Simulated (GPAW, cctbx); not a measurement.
## BiIr2Pb2: what bonding does to one electron reflection, worked out

BiIr2Pb2, I4/mmm (no. 139), a = 4.6802 Å, b = 4.6802 Å, c = 11.0853 Å, α = 90.00°, β = 90.00°, γ = 90.00°.

| atom | mult. | x | y | z |
| --- | --- | --- | --- | --- |
| Bi1 | 2 | 0 | 0 | 0 |
| Pb1 | 4 | 1/2 | 1/2 | 0.1288 |
| Ir1 | 4 | 1/2 | 0 | 1/4 |

The cell comes from substitution in a known structure type and wasn't matched to any measured phase.

A DFT run (GPAW, PBE, 450 eV, 6×6×6 k-points, Fermi–Dirac width 0.1 eV) gives the static X-ray structure factor of 002 as 152.091 e for the conventional cell; superposed free atoms give 151.140 e. **Problem.** Find the Fourier component V of the crystal potential and the two-beam extinction distance at 300 kV in both cases.

## 1. Geometry

The cell volume is Ω = 242.82 Å³ and d(002) = 5.5427 Å, so g = 1/d = 0.1804 Å⁻¹.

## 2. The nuclei

Electrons feel nuclei as well as electrons, so the nuclear charges are summed with the same phases.

Phase sums Σ exp(2πi h·x), turned so that the total is real and positive: Bi -2.000, Pb +0.193, Ir +4.000. Then F_Z = 83 × (-2.000) + 82 × (+0.193) + 77 × (+4.000) = 157.86 e. The electron term has the same sign for this reflection.

## 3. Mott–Bethe

Poisson's equation, term by term, gives V = (e/4πε₀)(F_Z − F)/(πΩg²), with e/4πε₀ = 14.3996 V Å.

The prefactor is 14.3996 × 5.5427²/(π × 242.82) = 0.57991 V per electron. Free atoms: (157.86 − 151.140) × 0.57991 = 3.896 V. Crystal: (157.86 − 152.091) × 0.57991 = 3.345 V. F changes by +0.63 % and V by -14.2 %: the same 0.95 e is measured against F_Z − F = 6.7 e in place of F = 151.1 e.

## 4. Extinction distance

In the two-beam case ξ = 1/(λU) with U = 2γm₀eV/h², that is ξ = 150.41 V Å²/(γλV).

At 300 kV, λ = 0.01969 Å and γ = 1.5871. Free atoms: ξ = 1236 Å. Crystal: ξ = 1439 Å. The thickness fringes go as sin²(πt/ξ), so the two patterns slip by a quarter of a period when t|1/ξ₁ − 1/ξ₀| = 1/4, at t ≈ 218 nm. Thermal motion, absorption and many-beam coupling, left out here, change a real pattern.

## 5. Answer

V(002) is 3.34 V against 3.90 V, and ξ is 1439 against 1236 Å. Limits: static atoms, two beams.
